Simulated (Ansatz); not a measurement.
# GaSi2P (zincblende [110] superlattice): a band-gap study from PBEsol to G0W0 at the band limit

Wanted: the gap of GaSi2P (zincblende [110] superlattice) by functionals, hybrids and G0W0, carried to the basis limit, with what remains uncertain.

Program: Ansatz 0.2.0. Level of theory: density functionals, hybrids, G0W0, plane waves, PAW. Results are calculated unless marked as measured.

## 1. The structure

The cell holds 12 atoms: 3 Ga, 3 P and 6 Si. Its edges and angles: a = 3.846 Å, b = 5.439 Å, c = 11.538 Å, α = 90.0°, β = 90.0°, γ = 90.0°. It derives from GaP. Regions: GaP, 6 atoms (3 Ga and 3 P); Si, 6 atoms (6 Si). The structure's axis is c.

The start is a generated structure, not a measured one.

## 2. Relaxing the structure

Gaps follow bond lengths, so the structure is brought to rest first.

This step: DFT, PBEsol, plane waves, PAW; PAW set soft_1.

File input.yaml:

```yaml
crystal:
  lattice:
    - [3.8458194326, 0.0, 0.0]
    - [0.0, 5.43881, 0.0]
    - [0.0, 0.0, 11.5375115983]
  atoms:
    - { symbol: Ga, position: [0.0, 0.0, 0.0829751071] }
    - { symbol: P, position: [0.5, 0.25, 0.0829751071] }
    - { symbol: Ga, position: [0.5, 0.5, 0.2503582262] }
    - { symbol: P, position: [0.0, 0.75, 0.2503582262] }
    - { symbol: Ga, position: [0.0, 0.0, 0.4177413453] }
    - { symbol: P, position: [0.5, 0.25, 0.4177413453] }
    - { symbol: Si, position: [0.5, 0.5, 0.5851244644] }
    - { symbol: Si, position: [0.0, 0.75, 0.5851244644] }
    - { symbol: Si, position: [0.0, 0.0, 0.7510746787] }
    - { symbol: Si, position: [0.5, 0.25, 0.7510746787] }
    - { symbol: Si, position: [0.5, 0.5, 0.9170248929] }
    - { symbol: Si, position: [0.0, 0.75, 0.9170248929] }
kpoints:
  mp_grid: { grid: [6, 4, 2] }
hamiltonian:
  xc: pbesol
  pseudopotentials: { kind: paw, azcp: { folder: soft_1 }, xc_functional: pbe }
scf:
  occupations: { method: fermi_dirac, width: 0.02 }
relax:
  f_tol: 0.015
  max_steps: 100
  cell: {}
output:
  write_density: true
  write_potential: true
  elf: true
  volumetric_format: npy
```

Run with:

```bash
$ ansatz run input.yaml --threads 4 --pin off --max-ram 17510MiB --backend cpu --events-out ev --progress --plain --runs-dir out
```

Numbers of over 12 decimals in the logs are rounded to 6 here.

The log of the run:

```text
Engine: ansatz 0.2.0, aarch64-unknown-linux-gnu
Pseudopotentials: kind: paw
Pseudopotential: Ga, paw, valence charge 13, recommended cutoff 420 eV (normal), soft_1/Ga.paw.azcp
Pseudopotential: P, paw, valence charge 5, recommended cutoff 420 eV (normal), soft_1/P.paw.azcp
Pseudopotential: Si, paw, valence charge 4, recommended cutoff 420 eV (normal), soft_1/Si.paw.azcp
Functional definition: PBEsol
  exchange = pbesol_x
  correlation = pbesol_c
Crystal: 12 atoms, lattice volume = 241.326 Å³
Basis set: ecut = 420 eV, 4705 PW (Γ), exchange–correlation on 54×80×160 points (8 copies of the dense FFT grid, shifted against one another)
Bands: 51, of which v1, the nominal top of the filled ones, is band 39 counted from 1 (38 counted from 0)
Symmetry: 2 space group operations
Space group: Pm (ITA 6), of the structure as read, at distance tolerance 6.2e-5 Å
k-points: 24 of 48 (time reversal used)
Non-local potential: Ga, projectors of the file, l = 0: 2, l = 1: 2, l = 2: 3, l = 3: 1
Non-local potential: P, projectors of the file, l = 0: 2, l = 1: 2, l = 2: 1
Non-local potential: Si, projectors of the file, l = 0: 2, l = 1: 2, l = 2: 1
PAW form: soft (Blöchl's): semilocal exchange-correlation on the pseudo side does not see the compensation charge
PAW frozen core: Ga, regenerated for the run's functional, and the local potential with it (the file was generated under x = pbe(κ = 0.804, μ = 0.219515), c = pbe(β = 0.066725))
PAW frozen core: P, regenerated for the run's functional, and the local potential with it (the file was generated under x = pbe(κ = 0.804, μ = 0.219515), c = pbe(β = 0.066725))
PAW frozen core: Si, regenerated for the run's functional, and the local potential with it (the file was generated under x = pbe(κ = 0.804, μ = 0.219515), c = pbe(β = 0.066725))
PAW one-centre angular grid: Ga, 590 points (default); XC on 64 Gauss nodes
PAW one-centre angular grid: P, 110 points (default); XC on 64 Gauss nodes
PAW one-centre angular grid: Si, 110 points (default); XC on 64 Gauss nodes
Initial density: superposition of atomic densities (chi_scale 0.1, normalization cell, long waves kept (reshape's long-wave potential 0.25 eV rms))
Initial wavefunctions: pseudopotential atomic-orbital guess
Functional: x = pbesol(κ = 0.804, μ = 0.123457), c = pbesol(β = 0.046)
SCF iter   1: F=—  HF=-17182.103225 eV  |F-HF|=—  |Δ(HF+E_count)|=         —  Δρ=4.56e-2  dr2=5.65e0  ethr=3.10e-3  ⟨swp⟩=9.3  Hψ=6316  notcnv=0  defer=9
preconditioner: auto → Resta (q_TF=auto, 2.260 Å⁻¹)  ε∞=4.3  [insulator: Δε(μ)=0.738 eV  Ē_g=11.603 eV  σ=0.020 eV  W_gap=1.00  n_scr=44 (ndim 8)  ℏωp=21.1 eV  f_vac=0.000  D(μ)=0.00/eV (n_scr^D=0)  ε∞_Penn≈4.3]
[...]
Fermi energy:    7.097437 eV
--- Per-component energies (eV) ---
  E_band       = -168.079383
  E_kinetic    = 785.956898
  E_local      = -7233.956711  (includes V_loc(G=0)·N_el)
  E_nonlocal   = -41.395046
  E_hartree    = 4106.751062
  E_xc         = -741.037246
  E_vxc        = -638.918169  (∫ρ·V_xc dr)
  E_paw        = -10471.866131  (= ΣΔE_a)
  E_vpaw       = -1253.267514  (= ΣTr[D̂ρ^β])
  E_aug_tail   = -0.000381  (compensation charges beyond the density's cutoff)
  E_ewald      = -3588.186898
  E_core_change = 2.916590  (= ΣΔE_core)
  E_smearing   = -0.000000  (= −TS)
  E_closure    = 0.000000  (closes the sum)
  Σ components = -17180.817862   (vs F -17180.817862, Δ=0.00e0)
--- Forces (eV/Å), atoms counted from 1 ---
  atom   1  Ga    -0.00000000    -0.00663303    -0.00512387
  atom   2  P      0.00000000    -0.00082155     0.00187668
  atom   3  Ga    -0.00000000    -0.00038574    -0.00032643
  atom   4  P      0.00000000     0.00936351     0.00039269
  atom   5  Ga    -0.00000000    -0.00786031     0.00566126
  atom   6  P      0.00000000     0.00007881    -0.00192573
  atom   7  Si    -0.00000000     0.00201792    -0.00446825
  atom   8  Si     0.00000000    -0.00094586    -0.00018238
  atom   9  Si    -0.00000000     0.00183215    -0.00014374
  atom  10  Si    -0.00000000     0.00254720    -0.00014648
  atom  11  Si    -0.00000000     0.00225237     0.00335856
  atom  12  Si     0.00000000    -0.00144558     0.00102774
  max |Σ_I F_I| component: 1.05e-7 eV/Å
--- Stress (GPa, compression-positive) ---
        0.010573      -0.000000       0.000000
       -0.000000      -0.006122       0.001094
        0.000000       0.001094      -0.018038
  P = ⅓ Tr σ = -0.0045 GPa (-0.045 kbar)
--- Band table (eV; the first three rows and the last of 24) ---
  k-point 0: bands = [... 35 lower, 6.1387, 6.6850, 6.7158, 6.7283, 7.4794, 7.6674, 8.4620, 8.6592, ... 8 higher]
  k-point 1: bands = [... 35 lower, 5.7960, 6.0988, 6.4388, 6.6575, 7.6542, 8.1064, 9.1163, 9.1938, ... 8 higher]
  k-point 2: bands = [... 35 lower, 5.6329, 5.9168, 6.0710, 6.2049, 7.4878, 8.2887, 8.4711, 8.4746, ... 8 higher]
  k-point 23: bands = [... 35 lower, 4.8333, 5.0131, 5.1290, 5.3408, 8.9972, 9.0646, 9.4011, 9.6411, ... 8 higher]
--- Relaxed structure (4 steps of the walk, 4 accepted, 1 SCFs on fresh bases) ---
  F+E_penalty+E_count = -17180.81786193 eV   max|allowed force component| = 9.364e-3 eV/Å   (the final SCF, on the basis selected at the relaxed cell)
  cell:  # Å, volume = 241.0175 Å³
    - [3.843404, 0.0, 0.0]
    - [0.0, 5.429009, -5.645686649848636e-5]
    - [0.0, -0.000119764, 11.550799]
  atoms:
    - { symbol: Ga, position: [0.0, 0.0084371, 0.080381] }
    - { symbol: P, position: [0.500000, 0.264323, 0.084027] }
    - { symbol: Ga, position: [0.500000, 0.523922, 0.250730] }
    - { symbol: P, position: [0.0, 0.773529, 0.250706] }
    - { symbol: Ga, position: [0.0, 0.00845932, 0.421027] }
    - { symbol: P, position: [0.500000, 0.264321, 0.417426] }
    - { symbol: Si, position: [0.500000, 0.488427, 0.585170] }
    - { symbol: Si, position: [0.0, 0.736872, 0.583503] }
    - { symbol: Si, position: [0.0, -0.021922, 0.750707] }
    - { symbol: Si, position: [0.500000, 0.228342, 0.750728] }
    - { symbol: Si, position: [0.500000, 0.488421, 0.916292] }
    - { symbol: Si, position: [0.0, 0.736869, 0.917902] }
[key lines of the parts left out:]
SCF converged after 6 iterations
Free energy (F): -17180.817862 eV
```

It took 30 s on 4 threads of Arm Neoverse V2, shared host; peak memory 0.67 GiB; 1.9 min of CPU time.

Relaxation path:

```
step  energy less that of the first step (eV)  largest force component (eV/Å)  pressure (GPa)  volume (Å³)
   1                                   0.0000                          0.5294           -0.07       241.33
   2                                  -0.1123                          0.3411           -0.12       241.16
   3                                  -0.1255                          0.0846           -0.02       241.02
   4                                  -0.1263                          0.0093            0.00       241.02
  5*                                  -0.1263                          0.0094            0.00       241.02
```

Relaxation steps marked * repeat the geometry before them on a plane-wave basis chosen anew for their cell, so energy and pressure can jump there.

The run keeps the 2 symmetry operations that it works with, so distortions that break them were not tested.

| cell as run | before | after | change |
| --- | --- | --- | --- |
| a (Å) | 3.846 | 3.843 | -0.1 % |
| b (Å) | 5.439 | 5.429 | -0.2 % |
| c (Å) | 11.538 | 11.551 | +0.1 % |
| volume (Å³/atom) | 20.11 | 20.08 | -0.1 % |

The atoms that moved most (Å, as changes of fractional coordinates times the final cell):

```
atom     dx      dy      dz  length
 Ga3  0.000   0.130   0.004   0.130
  P4  0.000   0.128   0.004   0.128
 Si9  0.000  -0.119  -0.004   0.119
Si10  0.000  -0.118  -0.004   0.118
  P2  0.000   0.078   0.012   0.079
  P6  0.000   0.078  -0.004   0.078
 Si8  0.000  -0.071  -0.019   0.074
Si12  0.000  -0.071   0.010   0.072
```

The relaxed structure:

```cif
data_structure
_symmetry_space_group_name_H-M 'P 1'
_symmetry_Int_Tables_number 1
_cell_length_a 3.8434
_cell_length_b 5.4290
_cell_length_c 11.5508
_cell_angle_alpha 90.001
_cell_angle_beta 90.000
_cell_angle_gamma 90.000
_cell_volume 241.02
loop_
_atom_site_label
_atom_site_type_symbol
_atom_site_fract_x
_atom_site_fract_y
_atom_site_fract_z
_atom_site_occupancy
Ga1 Ga 0.00000 0.00844 0.08038 1
P2 P 0.50000 0.26432 0.08403 1
Ga3 Ga 0.50000 0.52392 0.25073 1
P4 P 0.00000 0.77353 0.25071 1
Ga5 Ga 0.00000 0.00846 0.42103 1
P6 P 0.50000 0.26432 0.41743 1
Si7 Si 0.50000 0.48843 0.58517 1
Si8 Si 0.00000 0.73687 0.58350 1
Si9 Si 0.00000 0.97808 0.75071 1
Si10 Si 0.50000 0.22834 0.75073 1
Si11 Si 0.50000 0.48842 0.91629 1
Si12 Si 0.00000 0.73687 0.91790 1
```

## 3. PBEsol bands

Levels along a band path, at the cheap level, show where the edges lie and whether the meshes to come will hold them.

File input.yaml:

```yaml
crystal:
  lattice:
    - [3.843404156, 0.0, 0.0]
    - [0.0, 5.4290093868, -5.64569e-05]
    - [0.0, -0.0001197637, 11.5507987848]
  atoms:
    - { symbol: Ga, position: [0.0, 0.0084371012, 0.0803806764] }
    - { symbol: P, position: [0.5, 0.2643226924, 0.0840269086] }
    - { symbol: Ga, position: [0.5, 0.5239220141, 0.2507303519] }
    - { symbol: P, position: [0.0, 0.7735290135, 0.2507058409] }
    - { symbol: Ga, position: [0.0, 0.0084593226, 0.4210271962] }
    - { symbol: P, position: [0.5, 0.26432075, 0.41742573] }
    - { symbol: Si, position: [0.5, 0.4884272085, 0.5851695215] }
    - { symbol: Si, position: [0.0, 0.7368720631, 0.5835029202] }
    - { symbol: Si, position: [0.0, -0.0219224777, 0.7507067365] }
    - { symbol: Si, position: [0.5, 0.2283423147, 0.7507281947] }
    - { symbol: Si, position: [0.5, 0.4884205659, 0.9162917447] }
    - { symbol: Si, position: [0.0, 0.7368694318, 0.9179016077] }
kpoints:
  mp_grid: { grid: [6, 4, 2] }
  band_path:
    path:
      - [0.0, 0.0, 0.0]
      - [-0.5, 0.0, 0.0]
      - [-0.5, 0.0, 0.5]
      - [0.0, 0.0, 0.5]
      - [0.0, 0.0, 0.0]
      - [0.0, -0.5, 0.5]
      - [-0.5, -0.5, 0.5]
      - [-0.5, 0.0, 0.0]
      - [-0.5, -0.5, 0.0]
      - [0.0, -0.5, 0.0]
      - [0.0, 0.0, 0.0]
    npoints: 10
hamiltonian:
  xc: pbesol
  pseudopotentials: { kind: paw, azcp: { folder: soft_1 }, xc_functional: pbe }
scf:
  occupations: { method: fermi_dirac, width: 0.02 }
  n_extra_bands: 8
output:
  eigenvalues: true
  forces: true
  stress: true
  write_density: true
  write_potential: true
  elf: true
  volumetric_format: npy
```

The log of the run:

```text
[...]
Crystal: 12 atoms, lattice volume = 241.018 Å³
Basis set: ecut = 420 eV, 4705 PW (Γ), exchange–correlation on 54×80×160 points (8 copies of the dense FFT grid, shifted against one another)
Bands: 47, of which v1, the nominal top of the filled ones, is band 39 counted from 1 (38 counted from 0)
Symmetry: 2 space group operations
[...]
k-points: 24 of 48 (time reversal used)
[...]
SCF iter   1: F=—  HF=-17182.250591 eV  |F-HF|=—  |Δ(HF+E_count)|=         —  Δρ=4.56e-2  dr2=5.82e0  ethr=3.10e-3  ⟨swp⟩=10.3  Hψ=5828  notcnv=0
[...]
SCF iter  10: F=-17180.817862 eV  HF=-17180.817862 eV  |F-HF|=1.90e-9  |Δ(HF+E_count)|=   1.82e-7  Δρ=1.95e-6  dr2=1.44e-8  ethr=1.28e-10  ⟨swp⟩=9.9  Hψ=7539  notcnv=0
SCF 1 converged in 10 iterations: F = -17180.817862 eV  dr2 = 1.44e-8
[...]
NSCF: frozen V_eff on 101 k-points
SCF converged after 10 iterations
Free energy (F): -17180.817862 eV
[...]
Internal energy: -17180.817862 eV  (E = F + TS)
E sigma→0 (E₀):  -17180.817862 eV
Fermi energy:    7.097429 eV
[...]
--- Forces (eV/Å), atoms counted from 1 ---
  atom   1  Ga     0.00000000    -0.00663672    -0.00511302
  atom   2  P      0.00000000    -0.00082346     0.00187965
  atom   3  Ga     0.00000000    -0.00038228    -0.00032629
  atom   4  P      0.00000000     0.00937512     0.00039235
  atom   5  Ga     0.00000000    -0.00786345     0.00565039
  atom   6  P      0.00000000     0.00007636    -0.00192950
  atom   7  Si     0.00000000     0.00201231    -0.00445333
  atom   8  Si     0.00000000    -0.00095399    -0.00018597
  atom   9  Si     0.00000000     0.00185243    -0.00014268
  atom  10  Si     0.00000000     0.00255461    -0.00014507
  atom  11  Si     0.00000000     0.00224545     0.00334350
  atom  12  Si     0.00000000    -0.00145310     0.00103072
  max |Σ_I F_I| component: 3.28e-6 eV/Å
--- Stress (GPa, compression-positive) ---
        0.010606       0.000000       0.000000
        0.000000      -0.006075       0.001094
        0.000000       0.001094      -0.017982
  P = ⅓ Tr σ = -0.0045 GPa (-0.045 kbar)
--- Band table (eV; the first three rows and the last of 24) ---
  k-point 0: bands = [... 35 lower, 6.1387, 6.6850, 6.7158, 6.7283, 7.4794, 7.6674, 8.4620, 8.6592, ... 4 higher]
  k-point 1: bands = [... 35 lower, 5.7960, 6.0988, 6.4388, 6.6575, 7.6541, 8.1064, 9.1163, 9.1938, ... 4 higher]
  k-point 2: bands = [... 35 lower, 5.6329, 5.9168, 6.0710, 6.2049, 7.4878, 8.2887, 8.4711, 8.4746, ... 4 higher]
  k-point 23: bands = [... 35 lower, 4.8332, 5.0131, 5.1290, 5.3408, 8.9972, 9.0646, 9.4011, 9.6411, ... 4 higher]
```

It took 21 s on 4 threads; peak memory 1 GiB; 83 s of CPU time.

This step gave:

```
pressure             : -0.004483 GPa
filled bands         : 39
gap                  : 0.7049 eV
valence top at       : Γ
conduction bottom at : k = (0.000, -0.150, 0.000)
least direct gap     : 0.7510 eV
```

The gap is indirect, with the least direct gap 0.05 eV higher.

The electronic bands at the labelled points (eV, zero at the top of the highest nominally filled band):

```csv
point,band 36,band 37,band 38,band 39,band 40,band 41,band 42,band 43
Γ,-0.59,-0.04,-0.01,0.00,0.75,0.94,1.73,1.93
halfway,-2.18,-2.15,-1.53,-0.21,1.23,1.33,1.35,2.64
Z,-2.72,-2.54,-1.79,-0.84,1.18,1.20,1.43,1.58
halfway,-2.71,-2.35,-2.08,-1.19,0.84,1.10,1.22,1.26
D,-2.70,-2.52,-1.90,-1.78,0.75,0.98,0.98,1.00
halfway,-1.86,-1.84,-1.25,-1.17,1.74,1.74,2.21,2.26
B,-0.93,-0.63,-0.29,-0.07,0.93,1.38,2.39,2.47
halfway,-0.57,-0.40,-0.24,-0.04,0.88,1.36,1.51,2.23
Γ,-0.59,-0.04,-0.01,0.00,0.75,0.94,1.73,1.93
halfway,-0.83,-0.79,-0.67,-0.47,1.01,1.65,1.77,1.95
A,-1.23,-1.19,-1.19,-1.12,1.16,1.43,1.98,2.05
halfway,-1.27,-1.25,-1.15,-1.11,2.60,2.71,2.74,2.96
E,-1.90,-1.72,-1.60,-1.39,2.27,2.34,2.67,2.91
halfway,-2.42,-2.00,-1.95,-1.10,1.56,1.60,1.78,1.82
Z,-2.72,-2.54,-1.79,-0.84,1.18,1.20,1.43,1.58
halfway,-2.42,-2.28,-1.74,-0.79,1.42,1.44,1.61,1.67
C2,-1.74,-1.40,-1.06,-0.74,1.04,1.74,3.07,3.29
halfway,-1.71,-1.52,-1.49,-0.99,1.86,2.39,2.39,2.64
Y2,-1.42,-1.29,-1.16,-1.13,1.13,1.44,1.72,1.92
halfway,-1.10,-0.81,-0.66,-0.52,0.76,1.56,1.74,1.75
Γ,-0.59,-0.04,-0.01,0.00,0.75,0.94,1.73,1.93
```

Valence density in the cb plane at fractional x = 0.000, with atoms of Ga and P and Si within 0.2 Å of it. It is the smooth field of the valence electrons, not physical close to the nuclei.

Ten steps, logarithmic in the rise over the least value, from '0' (0 e/Å³) to '9' (35 e/Å³), each cell a mean:
```
247732111111378521111111001111111
123321222222233211111121111211111
111111221121111111111111111111111
110001210121000011101111001111011
100001121211000011101110000111011
000000112110000001111100000011111
000000001100000000111000000001110
000000000000000000000000000000000
000000000000000000000000000000000
000000000000000000000000000000000
000000000000000000000000000000000
001100000000011000000000000000000
012210000000122100000001111000000
147631000001367410000001111100000
269951100011499621000011001110001
```
Columns run along c (11.6 Å), rows up along b (5.4 Å). Atoms in or near the plane, at fractional coordinates: Ga at (0.08, 0.01), P at (0.25, 0.77), Ga at (0.42, 0.01), Si at (0.58, 0.74), Si at (0.75, 0.98), Si at (0.92, 0.74).

ELF in the cb plane at fractional x = 0.000, with atoms of Ga and P and Si within 0.2 Å of it. It is the smooth field of the valence electrons, not physical close to the nuclei.

Values, 8 rows by 16 columns, each cell a mean:
```
0.39 0.12 0.42 0.81 0.77 0.60 0.15 0.25 0.75 0.69 0.87 0.65 0.53 0.88 0.72 0.79
0.74 0.34 0.67 0.47 0.24 0.78 0.36 0.59 0.80 0.48 0.81 0.80 0.71 0.88 0.52 0.69
0.49 0.16 0.44 0.58 0.51 0.57 0.17 0.38 0.50 0.38 0.49 0.41 0.32 0.53 0.37 0.44
0.17 0.03 0.14 0.51 0.58 0.24 0.03 0.09 0.41 0.57 0.39 0.10 0.06 0.29 0.55 0.49
0.04 0.03 0.03 0.08 0.10 0.04 0.03 0.03 0.10 0.21 0.11 0.03 0.03 0.07 0.20 0.15
0.10 0.17 0.10 0.02 0.02 0.07 0.16 0.13 0.04 0.03 0.05 0.15 0.19 0.07 0.03 0.03
0.23 0.22 0.22 0.10 0.07 0.19 0.23 0.23 0.16 0.05 0.18 0.50 0.55 0.27 0.05 0.11
0.20 0.05 0.22 0.43 0.45 0.30 0.08 0.13 0.37 0.32 0.49 0.41 0.38 0.52 0.33 0.39
```
Columns run along c (11.6 Å), rows up along b (5.4 Å). Atoms in or near the plane, at fractional coordinates: Ga at (0.08, 0.01), P at (0.25, 0.77), Ga at (0.42, 0.01), Si at (0.58, 0.74), Si at (0.75, 0.98), Si at (0.92, 0.74).

## 4. PBEsol+SOC

Spin-orbit coupling can split or shift the edges; a non-collinear run measures by how much.

This step: DFT, PBEsol with spin-orbit coupling, plane waves, PAW; PAW set soft_1.

Edit input.yaml of step 3 so:

```diff
@@ -26,16 +26,17 @@
       - [0.0, 0.0, 0.5]
-      - [0.0, 0.0, 0.0]
       - [0.0, -0.5, 0.5]
       - [-0.5, -0.5, 0.5]
-      - [-0.5, 0.0, 0.0]
       - [-0.5, -0.5, 0.0]
       - [0.0, -0.5, 0.0]
-      - [0.0, 0.0, 0.0]
-    npoints: 10
+      - [0.0, -0.15, 0.0]
+    npoints: 1
 hamiltonian:
   xc: pbesol
-  pseudopotentials: { kind: paw, azcp: { folder: soft_1 }, xc_functional: pbe }
+  pseudopotentials: { kind: paw_fr, azcp: { folder: soft_1 }, xc_functional: pbe }
 scf:
   occupations: { method: fermi_dirac, width: 0.02 }
-  n_extra_bands: 8
+  n_extra_bands: 16
+magnetization:
+  noncollinear: true
+  spin_orbit: true
 output:
```

The log of the run:

```text
[...]
non-collinear run that drives no moment, with spin-orbit: no starting moment large enough to seed its density (crystal.atoms[].spin), no starting occupations that ask for one, no magnetisation constraint and no magnetic field, so the semilocal B_xc is pinned to zero
Crystal: 12 atoms, lattice volume = 241.018 Å³
[...]
k-point 0: bands = [... 74 lower, 6.7234, 6.7234, 6.7454, 6.7454, 7.4792, 7.4792, 7.6672, 7.6672, ... 12 higher]
  k-point 1: bands = [... 74 lower, 6.4396, 6.4396, 6.6575, 6.6575, 7.6538, 7.6538, 8.1063, 8.1063, ... 12 higher]
  k-point 2: bands = [... 74 lower, 6.0705, 6.0705, 6.2053, 6.2053, 7.4876, 7.4876, 8.2884, 8.2884, ... 12 higher]
  k-point 23: bands = [... 74 lower, 5.1287, 5.1287, 5.3407, 5.3407, 8.9967, 8.9967, 9.0643, 9.0643, ... 12 higher]
[key lines of the parts left out:]
SCF converged after 10 iterations
Magnetization: |M| = 0.0000 μB,  M = (+0.0000, +0.0000, +0.0000) μB
Free energy (F): -17181.068175 eV
Fermi energy:    7.103689 eV
P = ⅓ Tr σ = -0.0130 GPa (-0.130 kbar)
```

The job ended after 88 s (4 threads; peak memory 2.5 GiB; 5.7 min of CPU time).

Numbers from this step:

```yaml
pressure: -0.01304 GPa
gap: 0.6876 eV
valence_top_at: Γ
conduction_bottom_at: k = (0.000, -0.150, 0.000)
least_direct_gap: 0.7337 eV
```

The gap stands −0.02 eV against PBEsol.

[end of part 1 of 2]

[Paths, hosts, dates, memory and timing lines, banners, echoed tables and standing remarks are left out of the program output.]

[Logs are printed without paths, hosts, clocks, repeated set-up lines and the standing remarks that a program may print on its own settings, such as how far it seeks lower states.]

[Runs of the session that timed out or met a known fault of the program may be left out.]

[Cells called generated may have been cut or substituted from an entry of the Crystallography Open Database or the Materials Project.]

[Hosts, paths, dates, database ids (printed as entryN), source tags and the programs' standing remarks are cut or masked in the printed files.]
